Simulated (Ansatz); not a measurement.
# Lattice dynamics of BeH2 (model cell, started as CdI2 type), part 3 of 3

Wanted: phonon frequencies of BeH2 (model cell, started as CdI2 type) and what follows from them.

Ansatz 0.2.0; DFT LDA, scalar-relativistic, plane waves, PAW.

So far. Step 4 (Relaxing to small forces for the phonons): The largest force component left is 0.51 meV/Å and the pressure is -0.001 GPa, within the tolerances set. The cell now holds 5.92 Å³/atom. Step 5 (Modes at Γ): Before it was imposed, the acoustic sum rule was missed by 2.7e-4 eV/Å² and the charge sum rule by 2.2e-4 e. Small misses are needed for a sound result but don't prove that mesh and cutoff are converged. The relaxed cell has a = 2.289, c = 3.917 Å (conventional setting).

The structure was built from a prototype and need not be the compound's stable phase.

**6. The dispersion**

Stability and thermal properties need the whole zone. Linear response on a 6×6×4 q mesh gives force constants as far as a supercell of that size would, and the tensors from the zone-centre run are typed in so that the long-range dipole term is interpolated apart.

File input.yaml:

```yaml
crystal:
  lattice:
    - [2.2886762277, 0.0, 0.0]
    - [-1.1443381138, 1.9820517542, 0.0]
    - [0.0, 0.0, 3.9169799331]
  atoms:
    - { symbol: Be, position: [0.0, 0.0, 0.0] }
    - { symbol: H, position: [0.3333333333, 0.6666666667, 0.224529252] }
    - { symbol: H, position: [0.6666666667, 0.3333333333, 0.775470748] }
kpoints:
  mp_grid: { grid: [12, 12, 8] }
hamiltonian:
  xc: lda
scf:
  occupations: { method: fixed }
output:
  eigenvalues: true
phonons:
  method: dfpt
  qmesh: [6, 6, 4]
  temperatures: { t_max: 1000, t_step: 50 }
  qpath:
    path:
      - [[0.0, 0.0, 0.0], [0.5, 0.0, 0.0], [0.33333333, 0.33333333, 0.0], [0.0, 0.0, 0.0], [0.0, 0.0, 0.5], [0.5, 0.0, 0.5], [0.33333333, 0.33333333, 0.5], [0.0, 0.0, 0.5]]
      - [[0.5, 0.0, 0.5], [0.5, 0.0, 0.0]]
      - [[0.33333333, 0.33333333, 0.5], [0.33333333, 0.33333333, 0.0]]
    npoints: 10
  non_analytic_term:
    high_frequency_dielectric_tensor: [[6.9177, 0.0, 0.0], [0.0, 6.9177, 0.0], [0.0, 0.0, 3.8136]]
    born_effective_charges:
      - { species: Be, tensor: [[2.2202, 0.0, 0.0], [0.0, 2.2202, 0.0], [0.0, 0.0, 0.5981]] }
      - { species: H, tensor: [[-1.1101, 0.0, 0.0], [0.0, -1.1101, 0.0], [0.0, 0.0, -0.299]] }
      - { species: H, tensor: [[-1.1101, 0.0, 0.0], [0.0, -1.1101, 0.0], [0.0, 0.0, -0.299]] }
    source: "zone-centre run at this cell"
```

The run is started by

```sh
$ ansatz run input.yaml --threads 8 --pin off --max-ram 14336MiB --backend cpu --events-out ev --progress --plain --runs-dir out
```

Numbers of over 12 decimals in the logs are rounded to 6 here.

Output:

```text
Warning: phonons: the dynamical matrix that this run interpolates holds no multipole term above the dipole-dipole one, and a site of this crystal is no centre of inversion, so its interpolated transverse optical and acoustic branches and sound speeds can stay off near Gamma, and the density of states and the thermodynamics with them. What a run solves at a wave vector of phonons.qpoints, Gamma apart, where the deck admits one, is free of this, and under fd what a larger phonons.supercell samples
[...]
Crystal: 3 atoms, lattice volume = 17.768 Å³
Basis set: ecut = 420 eV, 337 PW (Γ), exchange–correlation on 32×32×54 points (8 copies of the dense FFT grid, shifted against one another)
Bands: 6, of which v1, the nominal top of the filled ones, is band 2 counted from 1 (1 counted from 0)
Symmetry: 12 space group operations
k-points: 131 of 1152
[...]
SCF iter   1: F=—  HF=-119.431724 eV  |F-HF|=—  |Δ(HF+E_count)|=         —  Δρ=1.14e-2  dr2=1.38e-2  ethr=1.77e-3  ⟨swp⟩=4.9  Hψ=6542  notcnv=0  defer=214
[...]
SCF iter   7: F=-119.427159 eV  HF=-119.427159 eV  |F-HF|=7.11e-14  |Δ(HF+E_count)|=  1.01e-12  Δρ=3.21e-8  dr2=1.17e-13  ethr=1.00e-12  ⟨swp⟩=5.9  Hψ=3812  notcnv=0
SCF 1 converged in 7 iterations: F = -119.427159 eV  dr2 = 1.17e-13
[...]
NSCF: frozen V_eff on 131 k-points
[...]
DFPT response loops at q = (0, 0, 0) (fractional): preconditioner auto → none (the input reference at scf.mixing.eps_inf says where Resta's filter doesn't serve); β = 0.50; Broyden in place of MSR1
[...]
WARN: phonons: 24 modes above zero would be rigid motions if what is in doubt were free, and are counted in the zero-point energy, free energy, entropy and heat capacity. With what each adds to F at 1000 K, by the weight of its row in the mesh: 13.38 cm⁻¹ (-0.000 eV; rigid weight 1.000, of which rotation 0.000), 13.38 cm⁻¹ (-0.000 eV; rigid weight 1.000, of which rotation 0.000), 26.21 cm⁻¹ (-0.000 eV; rigid weight 1.000, of which rotation 0.000), 26.21 cm⁻¹ (-0.000 eV; rigid weight 1.000, of which rotation 0.000), 31.68 cm⁻¹ (-0.000 eV; rigid weight 1.000, of which rotation 0.000), 37.96 cm⁻¹ (-0.000 eV; [rest of the remark cut]
SCF converged after 7 iterations
Free energy (F): -119.427159 eV
[...]
Internal energy: -119.427159 eV  (E = F + TS)
E sigma→0 (E₀):  -119.427159 eV
Fermi energy:    1.587910 eV
[...]
--- Band table (eV; the first three rows and the last of 131) ---
[...]
--- Phonons (Γ-DFPT): 4 representative perturbations + reference (Σ response iterations 14) ---
  ASR residual: 1.515e-5 → 0.000e0 eV/Å²; symmetrization residual: 7.557e-8 eV/Å²
  ASR residual per site (eV/Å²): 2.74e-6 1.52e-5 1.52e-5
  Γ frequencies (cm⁻¹): 0.00 0.00 0.00 765.15 765.15 1306.66 1306.66 1311.06 1382.70
--- Phonons (arbitrary-q DFPT): 24 irreducible q on the 6×6×4 mesh ---
  q = [0.0000, 0.0000, 0.0000] (star 1, of the zone-centre solve; hermiticity 1.45e-8, symmetrization 7.81e-12): 0.00 0.00 0.00 765.15 765.15 1306.66 1306.66 1311.06 1382.70
  q = [0.0000, 0.0000, 0.2500] (star 2, 4 solved perturbations in 1744 linear systems a pass and spin channel, the states on 624 of 1152 k-point pairs; hermiticity 6.67e-9, symmetrization 4.52e-11): 48.19 48.19 112.50 777.05 777.05 1303.33 1303.33 1372.71 1380.31
[...]
q = [0.0000, 0.1667, 0.0000] (star 6, 6 solved perturbations on 624 of 1152 k-point pairs; hermiticity 7.55e-9, symmetrization 1.74e-11): 123.27 203.94 363.76 884.02 1166.82 1262.03 1318.05 1354.69 1371.53
[...]
sum rule: each row above includes the acoustic sum rule's correction from the zone centre's row sums; it moved no ω² by more than (2.02 cm⁻¹)²
  mesh force constants: q→R imaginary residual 5.58e-19; ASR residual 1.515e-5 → 0.000e0 eV/Å²; symmetrization residual 7.105e-15 eV/Å²
  interpolated dispersion: 94 rows × 9 modes
  density of states and harmonic sums: on the 36×36×16 q-mesh, interpolated from the force constants of a 6×6×4 supercell (with the dipole–dipole term of supplied tensors)
  largest difference from the sums on the solved wave vectors: F 1.66e-3 eV, S 3.57e-6 and C_V 1.67e-6 eV/K
  zero-point energy: 0.530944 eV/cell   skipped modes (ω ≤ 0): 3   rigid motions above zero, counted: 24   left out of the sums: 1.61e-5 of the cell's modes: C_V's classical limit lies that fraction below 3 k_B per atom; for a crystal, a wire or a layer, F and S can be off by more, and a phonons.interpolated_qmesh denser along its periods is the remedy for the sampling
```

Wall time 77 s (8 threads of Arm Neoverse V1, shared host); peak memory 0.56 GiB.

Numbers from this step:

| Quantity | Value |
| --- | --- |
| sum-rule residual before enforcement | 1.52e-5 eV/Å² |
| lowest frequency on the path | 0 cm⁻¹ |
| highest frequency on the path or at a solved wavevector | 1453 cm⁻¹ |
| mean frequency | 951.6 cm⁻¹ |
| Debye temperature (second moment) | 1932 K |
| logarithmic mean frequency | 812.5 cm⁻¹ |
| lowest mode on the q mesh (acoustic modes at Γ apart) | 48.19 cm⁻¹ |
| zero-point energy per atom | 177.0 meV |
| heat capacity at 300 K | 7.863 J/(mol atoms K) |
| vibrational entropy at 300 K | 5.419 J/(mol atoms K) |
| edges of the widest gap between branches, on path and mesh | 706.4, 765.1 cm⁻¹ |

Frequencies (cm⁻¹) solved at each irreducible wavevector; negative means imaginary. Frequencies by wavevector, by row:

```tsv
q in reciprocal lattice units	star	mode 1	mode 2	mode 3	mode 4	mode 5	mode 6	mode 7	mode 8	mode 9
0 0 0	1	0	0	0	765.1	765.1	1307	1307	1311	1383
0 0 0.25	2	48.2	48.2	112.5	777	777	1303	1303	1373	1380
0 0 -0.5	1	67.7	67.7	155.5	788.3	788.3	1300	1300	1375	1378
0 0.1667 0	6	123.3	203.9	363.8	884	1167	1262	1318	1355	1372
0 0.1667 0.25	6	158.7	208.9	351.6	873.8	1169	1259	1273	1342	1368
0 0.1667 -0.5	6	188.2	206.9	345.2	885.2	1169	1231	1255	1350	1368
0 0.1667 -0.25	6	162.1	201.8	355.4	894.9	1164	1258	1279	1352	1371
0 0.3333 0	6	272.7	301.8	617.3	1031	1101	1198	1274	1349	1403
0 0.3333 0.25	6	287.6	302.9	607.2	1026	1093	1195	1282	1350	1399
0 0.3333 -0.5	6	298	299	605.9	1030	1105	1188	1274	1360	1394
0 0.3333 -0.25	6	284.6	297.9	615	1036	1114	1191	1266	1358	1398
0 -0.5 0	3	318.3	352	706.4	1063	1139	1190	1214	1356	1422
0 -0.5 0.25	6	323.9	349.9	702.3	1066	1150	1184	1210	1361	1422
0 -0.5 -0.5	3	328.9	347.8	698.3	1069	1162	1177	1204	1366	1422
0.1667 0.1667 0	6	228.8	346.2	551.4	992.2	1075	1242	1308	1333	1392
0.1667 0.1667 0.25	12	243.8	352.4	540	992.1	1073	1236	1316	1336	1384
0.1667 0.1667 -0.5	6	256.1	360.1	530.1	990.9	1072	1230	1329	1330	1377
0.1667 0.3333 0	12	308.8	454.2	663.2	1081	1106	1200	1272	1334	1431
0.1667 0.3333 0.25	12	314.7	456.8	657.6	1079	1110	1194	1282	1338	1430
0.1667 0.3333 -0.5	12	319.4	457.8	655.2	1081	1112	1191	1285	1346	1429
0.1667 0.3333 -0.25	12	314.1	455.1	660.5	1083	1109	1196	1275	1342	1429
0.3333 0.3333 0	2	329.6	596.6	596.6	1140	1140	1144	1301	1301	1453
0.3333 0.3333 0.25	4	332.2	596.3	596.3	1139	1139	1144	1310	1310	1452
0.3333 0.3333 -0.5	2	334.6	595.9	595.9	1138	1138	1144	1318	1318	1451
```

Interpolated from a 6×6×4 q mesh, with the LO-TO term (at Γ the limit along the path; where Γ stands inside the path, tables give the limit on arrival). The phonon branches at the labelled points (cm⁻¹):

```tsv
point	branch 1	branch 2	branch 3	branch 4	branch 5	branch 6	branch 7	branch 8	branch 9
Γ	0	0	0	765	1307	1307	1311	1335	1383
halfway	210	257	506	968	1110	1227	1300	1353	1383
M	318	352	706	1063	1139	1190	1214	1356	1422
halfway	321	464	676	1096	1120	1191	1261	1335	1435
K	330	597	597	1140	1140	1144	1301	1301	1453
halfway	229	346	551	992	1075	1242	1308	1333	1392
Γ	0	0	0	765	1307	1307	1311	1335	1383
halfway	48	48	112	777	777	1303	1303	1373	1380
A	68	68	156	788	788	1300	1300	1375	1378
halfway	251	258	486	961	1110	1220	1304	1353	1366
L	329	348	698	1069	1162	1177	1204	1366	1422
halfway	331	466	669	1097	1125	1188	1273	1347	1436
H	335	596	596	1138	1138	1144	1318	1318	1451
halfway	256	360	530	991	1072	1230	1329	1330	1377
A	68	68	156	788	788	1300	1300	1375	1378
jump to L	329	348	698	1069	1162	1177	1204	1366	1422
halfway	324	350	702	1066	1150	1184	1210	1361	1422
M	318	352	706	1063	1139	1190	1214	1356	1422
jump to H	335	596	596	1138	1138	1144	1318	1318	1451
halfway	332	596	596	1139	1139	1144	1310	1310	1452
K	330	597	597	1140	1140	1144	1301	1301	1453
```

The phonon branches as a text plot (rows in cm⁻¹):

```
   1423 |    *************              ************     ********
   1362 |***********      ********************      *********
   1302 |*****      ***************** **     ********* **    ****
   1241 | *** ******     *****      *** *** *      ****     *
   1181 |  * ******** ***   *        * ******** ***   *  ****
   1120 |   *************  *          ***** *******  *     ******
   1060 |     *****     ***         *   *****     ***    ****
    999 |    *            *            *           **
    939 |   *              *          *              *
    878 |  *                *      * *                **
    817 | *                  *    ***                  **
    757 |*                    ****
    696 |      *****                     *****           ****
    636 |     *     * ****              *     * ***
    575 |    *      ***   *            *      ***  *         ****
    515 |              *                         *  *
    454 |          *    *  *                 *    ** *
    394 |   *     *      *  *         *     *
    333 |  *  **********  *          *  *********** * *  ********
    272 |    ***        ** * *         *           ***
    212 | ***             ***       ***              **
    151 | * *               **   *****                 **
     91 |***                 *  * **                   **
     30 |*                    ****
         Γ       M   K        Γ   A       L    H       A|L M|H  K
```

Tetrahedra on a 36×36×16 mesh, mean over bins of 20 cm-1. Interpolated from a 6×6×4 q mesh. Table of phonon density of states by wavenumber; read off at these points:

```tsv
wavenumber (cm⁻¹)	phonon density of states (1/cm⁻¹/cell)
10	1.0e-5
50	3.0e-4
110	0.00132
150	0.00272
210	0.004
250	0.00574
310	0.0147
330	0.0149
350	0.00559
410	0.00372
450	0.00349
510	0.00317
550	0.00283
610	0.00339
650	0.00771
710	6.2e-4
750	0
810	8.7e-4
850	0.00107
910	0.00153
950	0.002
1010	0.00327
1050	0.0063
1110	0.0169
1150	0.00469
1190	0.0161
1210	0.0152
1250	0.0111
1310	0.0178
1350	0.0278
1410	0.0113
1450	0.00524
```

The partial phonon density of states has structure finer than the step of the table below, so its rows give means over 50 cm⁻¹, whole bins alone (the curve runs from -10 to 1507 cm⁻¹). Peaks (cm⁻¹: height): Be 323.9: 0.015, 648.2: 0.00725; H 1115.7: 0.0161, 1201.5: 0.0163, 1354.2: 0.0237, 1420.9: 0.0130.

Phonopy on the run's constants, 21x21x15 mesh, Gaussian sigma 10.8 cm-1. Interpolated from a 6×6×4 q mesh. Partial phonon density of states against wavenumber; means over each step; values in 1/cm⁻¹/cell:

```tsv
wavenumber (cm⁻¹)	Be	H
50	2.8e-4	6.1e-5
100	9.9e-4	2.1e-4
150	0.00210	4.1e-4
200	0.00340	5.2e-4
250	0.00519	5.2e-4
300	0.0114	6.0e-4
350	0.00752	3.1e-4
400	0.00354	1.9e-4
450	0.00331	1.8e-4
500	0.00314	1.7e-4
550	0.00267	1.7e-4
600	0.00317	2.0e-4
650	0.00647	2.9e-4
700	0.00284	1.4e-4
750	3.0e-5	7.7e-5
800	1.0e-4	6.1e-4
850	1.1e-4	9.5e-4
900	1.1e-4	0.00134
950	1.1e-4	0.00190
1000	1.2e-4	0.00294
1050	2.8e-4	0.00801
1100	9.5e-4	0.0153
1150	3.7e-4	0.00801
1200	4.5e-4	0.0133
1250	2.7e-4	0.0111
1300	3.3e-4	0.0151
1350	5.4e-4	0.0202
1400	2.1e-4	0.0113
1450	1.2e-5	0.00577
```

Harmonic thermodynamic functions per atom, from the density of states. Interpolated from a 6×6×4 q mesh. Thermodynamic functions, by row:

```tsv
T (K)	F_vib (meV/atom)	S (J/mol-atom/K)	C_V (J/mol-atom/K)
0	177	0	0
50	177	0.115	0.325
100	176.8	0.728	1.732
200	174.9	2.903	4.81
300	170.7	5.419	7.863
400	163.6	8.121	11.05
500	153.8	10.9	13.87
600	141.1	13.63	16.11
700	125.6	16.25	17.84
800	107.4	18.73	19.15
900	86.81	21.04	20.16
1000	63.86	23.21	20.94
```

Harmonic mean-square displacement, third of the trace. Interpolated from a 6×6×4 q mesh. Mean square displacements, by row:

```tsv
T (K)	Be1 U_eq (Å²)	H2 U_eq (Å²)	H3 U_eq (Å²)
0	0.00551	0.01558	0.01558
100	0.0065	0.01648	0.01648
300	0.0118	0.0203	0.0203
600	0.02156	0.0281	0.0281
```

Symmetry leaves 24 wavevectors to solve. The lowest mode among them, the acoustic zeros apart, lies at q = (0, 0, 0.25) and is real, 48.2 cm⁻¹.

**7. The same by displaced supercells**

Finite displacements in a 2×2×2 supercell give force constants from forces alone. They are exact at the wavevectors that the supercell holds, where they check the linear-response result.

Edit input.yaml of step 6 so:

```diff
@@ -18,4 +18,4 @@
 phonons:
-  method: dfpt
-  qmesh: [6, 6, 4]
+  method: fd
+  supercell: [2, 2, 2]
   temperatures: { t_max: 1000, t_step: 50 }
```

Output:

```text
[...]
Crystal: 24 atoms, lattice volume = 142.148 Å³
Basis set: ecut = 420 eV, 2793 PW (Γ)
Bands: 40, of which v1, the nominal top of the filled ones, is band 16 counted from 1 (15 counted from 0)
Symmetry: 96 space group operations
k-points: 24 of 144
[...]
SCF iter   1: F=—  HF=-955.417262 eV  |F-HF|=—  |Δ(HF+E_count)|=         —  Δρ=2.82e-7  dr2=4.68e-11  ethr=1.95e-12  ⟨swp⟩=3.0  Hψ=2271  notcnv=0
[...]
SCF iter   2: F=-955.417262 eV  HF=-955.417262 eV  |F-HF|=3.18e-12  |Δ(HF+E_count)|=  6.37e-12  Δρ=1.50e-7  dr2=1.33e-11  ethr=1.00e-12  ⟨swp⟩=3.0  Hψ=1824  notcnv=0
SCF 1 converged in 2 iterations: F = -955.417262 eV  dr2 = 1.33e-11
[...]
Symmetry: 2 space group operations
k-points: 47 of 144 (time reversal used)
[...]
SCF iter   6: F=-955.417237 eV  HF=-955.417237 eV  |F-HF|=4.55e-13  |Δ(HF+E_count)|=  6.37e-12  Δρ=2.65e-8  dr2=1.34e-12  ethr=1.00e-12  ⟨swp⟩=5.0  Hψ=5074  notcnv=0
SCF 2 converged in 6 iterations: F = -955.417237 eV  dr2 = 1.34e-12
[...]
SCF iter   6: F=-955.417245 eV  HF=-955.417245 eV  |F-HF|=3.41e-13  |Δ(HF+E_count)|=  2.05e-12  Δρ=3.80e-8  dr2=2.32e-12  ethr=1.00e-12  ⟨swp⟩=5.0  Hψ=5069  notcnv=0
SCF 3 converged in 6 iterations: F = -955.417245 eV  dr2 = 2.32e-12
[...]
SCF iter   3: F=-955.417246 eV  HF=-955.417246 eV  |F-HF|=2.27e-13  |Δ(HF+E_count)|=  1.64e-11  Δρ=2.94e-8  dr2=9.62e-13  ethr=1.00e-12  ⟨swp⟩=4.3  Hψ=5422  notcnv=0
SCF 4 converged in 3 iterations: F = -955.417246 eV  dr2 = 9.62e-13
[...]
SCF converged after 2 iterations
Free energy (F): -955.417262 eV
[...]
Internal energy: -955.417262 eV  (E = F + TS)
E sigma→0 (E₀):  -955.417262 eV
Fermi energy:    1.587910 eV
[...]
--- Forces (eV/Å), atoms counted from 1 ---
  atom   1  Be     0.00000000    -0.00000000    -0.00000000
  atom   2  H     -0.00000000    -0.00000000    -0.00051252
  atom   3  H      0.00000000     0.00000000     0.00051252
  atom   4  Be     0.00000000    -0.00000000    -0.00000000
  atom   5  H     -0.00000000    -0.00000000    -0.00051252
  atom   6  H      0.00000000     0.00000000     0.00051252
  atom   7  Be    -0.00000000    -0.00000000    -0.00000000
  atom   8  H     -0.00000000    -0.00000000    -0.00051252
  atom   9  H      0.00000000     0.00000000     0.00051252
  atom  10  Be     0.00000000    -0.00000000     0.00000000
  atom  11  H     -0.00000000    -0.00000000    -0.00051252
  atom  12  H      0.00000000     0.00000000     0.00051252
  atom  13  Be     0.00000000     0.00000000    -0.00000000
  atom  14  H     -0.00000000    -0.00000000    -0.00051252
  atom  15  H      0.00000000     0.00000000     0.00051252
  atom  16  Be    -0.00000000     0.00000000    -0.00000000
  atom  17  H     -0.00000000    -0.00000000    -0.00051252
  atom  18  H      0.00000000     0.00000000     0.00051252
  atom  19  Be    -0.00000000     0.00000000     0.00000000
  atom  20  H     -0.00000000    -0.00000000    -0.00051252
  atom  21  H      0.00000000     0.00000000     0.00051252
  atom  22  Be     0.00000000     0.00000000     0.00000000
  atom  23  H     -0.00000000    -0.00000000    -0.00051252
  atom  24  H      0.00000000     0.00000000     0.00051252
  max |Σ_I F_I| component: 3.22e-18 eV/Å
--- Band table (eV; the first three rows and the last of 24) ---
  k-point 0: bands = [... 12 lower, 1.0842, 1.1577, 1.1577, 1.1577, 5.5182, 5.5182, 5.5182, 6.0479, ... 20 higher]
  k-point 1: bands = [... 12 lower, 1.1022, 1.1568, 1.1568, 1.1568, 5.7008, 5.7008, 5.7008, 6.7168, ... 20 higher]
  k-point 2: bands = [... 12 lower, 1.1380, 1.1380, 1.1380, 1.1380, 6.2658, 6.2658, 6.2658, 6.2658, ... 20 higher]
  k-point 23: bands = [... 12 lower, -0.4455, -0.4455, -0.4455, -0.4455, 8.2760, 8.2760, 9.5341, 9.5341, ... 20 higher]
--- Phonons: 3 displaced members + reference (amplitude 0.0025 Å, Σ member SCF iterations 15) ---
  symmetry images taken by strict's conditions (phonons.symmetry_images: auto; settled by a core's charge or kinetic-energy density on sites where symmetry forbids the force that would show it, while other sites can bear one)
  ASR residual: 1.095e-3 → 0.000e0 eV/Å²; symmetrization residual: 4.191e-5 eV/Å²
  largest component of a force at the reference: 5.1e-4 eV/Å
  ASR residual per site (eV/Å²): 1.10e-3 3.86e-5 3.86e-5
  Γ frequencies (cm⁻¹): 0.00 0.00 0.00 765.17 765.17 1306.67 1306.67 1311.08 1382.71
[...]
```

The job ended after 6.8 s (8 threads; peak memory 0.67 GiB).

Numbers from this step:

```yaml
atoms_in_the_supercell: 24
sum_rule_residual_before_enforcement: 0.001095 eV/Å²
highest_frequency_on_the_path_or_at_a_solved_wavevector: 1432 cm⁻¹
lowest_optical_zone_centre_mode: 765.2 cm⁻¹
```

At Γ the two methods differ by at most 0.0 cm⁻¹.

**8. Outcome**

- space group after relaxation (within 0.01 Å): P-3m1
- volume per atom: 5.92 Å³
- gap on the k-mesh: 3.59 eV
- highest optical mode at the zone centre (no LO-TO term): 1383 cm⁻¹
- top of the zone-centre spectrum with the field: 1383 cm⁻¹
- lowest optical zone-centre mode: 765 cm⁻¹
- mean high-frequency dielectric constant: 5.88
- mean static dielectric constant: 15.4
- largest Born charge (third of the trace): 1.68 e
- lowest mode on the q mesh (acoustic modes at Γ apart): 48.2 cm⁻¹
- highest frequency on the path or at a solved wavevector: 1453 cm⁻¹
- zero-point energy per atom: 177 meV
- heat capacity at 300 K: 7.86 J/(mol atoms K)
- vibrational entropy at 300 K: 5.42 J/(mol atoms K)
- Debye temperature (second moment): 1932 K
- imaginary modes on the 6×6×4 q mesh: none

The structure is a minimum as far as tested: no mode is imaginary at the 24 irreducible wavevectors of the 6×6×4 mesh, and the softest away from the acoustic zeros lies at 48 cm⁻¹. Without the field, the optical modes at Γ span 765 to 1383 cm⁻¹. The highest mode in this list at Γ, 1382.7 cm⁻¹, is mostly motion of H (100 % of the kinetic energy). The macroscopic field leaves the top of the zone-centre spectrum where it is. Lattice motion raises the mean dielectric constant from 5.883 to 15.44. The strongest infrared line is at 765 cm⁻¹. On the path and the mesh, the widest gap between branches runs from 706 to 765 cm⁻¹. Finite displacements and linear response differ by 0.0 cm⁻¹ in the highest zone-centre mode. The program warns that the interpolation holds no quadrupole term, so branches close to Γ can be off in this crystal. The starting cell was built on a prototype and not taken from a measurement, so the phase need not exist. These are harmonic frequencies at zero temperature: anharmonic shifts, linewidths and thermal expansion are left out.

[Logs are printed without paths, hosts, clocks, repeated set-up lines and the standing remarks that a program may print on its own settings, such as how far it seeks lower states.]

[Hosts, paths, dates, database ids (printed as entryN), source tags and the programs' standing remarks are cut or masked in the printed files.]
